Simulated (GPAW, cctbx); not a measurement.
## By hand: from a DFT structure factor to an extinction distance in Li3Cr

Li3Cr, Pm-3m (no. 221), a = 4.1797 Å, b = 4.1797 Å, c = 4.1797 Å, α = 90.00°, β = 90.00°, γ = 90.00°.

| atom | mult. | x | y | z |
| --- | --- | --- | --- | --- |
| Cr1 | 1 | 0 | 0 | 0 |
| Li1 | 3 | 1/2 | 1/2 | 0 |

The cell comes from substitution in a known structure type and wasn't matched to any measured phase.

A DFT run (GPAW, PBE, 550 eV, 6×6×6 k-points, Fermi–Dirac width 0.1 eV, spin-polarised) gives the static X-ray structure factor of 010 as 18.848 e for the conventional cell; superposed free atoms give 18.966 e. **Problem.** Find the Fourier component V of the crystal potential and the two-beam extinction distance at 80 kV in both cases.

## 1. Geometry

The cell volume is Ω = 73.02 Å³ and d(010) = 4.1797 Å, so g = 1/d = 0.2393 Å⁻¹.

## 2. The nuclei

Electrons feel nuclei as well as electrons, so the nuclear charges are summed with the same phases.

Phase sums Σ exp(2πi h·x), turned so that the total is real and positive: Cr +1.000, Li -1.000. Then F_Z = 24 × (+1.000) + 3 × (-1.000) = 21.00 e. The electron term has the same sign for this reflection.

## 3. Mott–Bethe

Poisson's equation, term by term, gives V = (e/4πε₀)(F_Z − F)/(πΩg²), with e/4πε₀ = 14.3996 V Å.

The prefactor is 14.3996 × 4.1797²/(π × 73.02) = 1.09663 V per electron. Free atoms: (21.00 − 18.966) × 1.09663 = 2.231 V. Crystal: (21.00 − 18.848) × 1.09663 = 2.360 V. F changes by -0.62 % and V by +5.8 %: the same 0.12 e is measured against F_Z − F = 2.0 e in place of F = 19.0 e.

## 4. Extinction distance

In the two-beam case ξ = 1/(λU) with U = 2γm₀eV/h², that is ξ = 150.41 V Å²/(γλV).

At 80 kV, λ = 0.04176 Å and γ = 1.1566. Free atoms: ξ = 1396 Å. Crystal: ξ = 1320 Å. The thickness fringes go as sin²(πt/ξ), so the two patterns slip by a quarter of a period when t|1/ξ₁ − 1/ξ₀| = 1/4, at t ≈ 602 nm. Thermal motion, absorption and many-beam coupling, left out here, change a real pattern.

## 5. Answer

V(010) is 2.36 V against 2.23 V, and ξ is 1320 against 1396 Å. Limits: static atoms, two beams; a ferromagnetic start is the only order tried, and the real ground state may be antiferromagnetic or insulating.
